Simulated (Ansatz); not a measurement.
# SiO2 (P3_221): refractive index against wavelength

The refractive index of SiO2 (P3_221) along x below the direct gap (6.30 eV on the mesh) is read from one computed spectrum, n = √(Re ε). x, y and z are the Cartesian axes of the input cell.

Cell: a, b, c = 4.916, 4.916, 5.408 Å (primitive vectors), 9 atoms.

Method: Ansatz 0.2.0, PBE, independent particles, k-mesh 6×6×4 with interpolation inside its cells, Gaussian parameter 0.15 eV.

Launch of the response step: `ansatz run input.yaml --threads 4 --pin off --max-ram 8192MiB --backend cpu --events-out ev --progress --plain --runs-dir out`. The run took 26 s, on 4 threads of Intel(R) Xeon(R) Platinum 8488C (Sapphire Rapids), on a shared host.

| wavelength (nm) | photon energy E (eV) | n |
| --- | --- | --- |
| 700 | 1.771 | 1.6104 |
| 633 | 1.959 | 1.6126 |
| 532 | 2.331 | ? |
| 450 | 2.755 | 1.6247 |
| 405 | 3.061 | 1.6308 |
| 365 | 3.397 | 1.6384 |
| 308 | 4.025 | 1.6558 |

In the single-oscillator model n² − 1 = E₀E_d/(E₀² − E²), so 1/(n² − 1) = E₀/E_d − E²/(E₀E_d) is linear in E².

Working, on the rows shown:

| x = E² (eV²) | y = 1/(n² − 1) |
| --- | --- |
| 3.13716 | 0.627593 |
| 3.83641 | 0.624813 |
| 7.59115 | 0.609886 |
| 9.37179 | 0.602588 |
| 11.5384 | 0.593699 |
| 16.2043 | 0.57416 |

Means: x̄ = 8.6132, ȳ = 0.60546. Σ(x − x̄)(y − ȳ) = -0.4924, Σ(x − x̄)² = 120.6. Slope = -0.4924 / 120.6 = -0.004082; intercept = ȳ − slope · x̄ = 0.64062. Turned back into n, the line misses the rows shown by at most 0.00028.

Fill in the last column of the withheld row.

At x = 5.4314 the line gives y = 0.61845, that is 1.6177. The run gave 1.6177, so the interpolation holds to the digits printed.

Refitted with all rows, the slope is -0.004082 and the intercept 0.64062. These give E₀ = √(intercept/−slope) = 12.53 eV and E_d = E₀/intercept = 19.6 eV; E₀ is 2.0 times the direct gap. The electronic limit at long wavelengths, without lattice vibrations, is n = √(1 + 1/intercept) = 1.600. Excitons are left out and so are local fields; PBE gaps are as a rule too small.
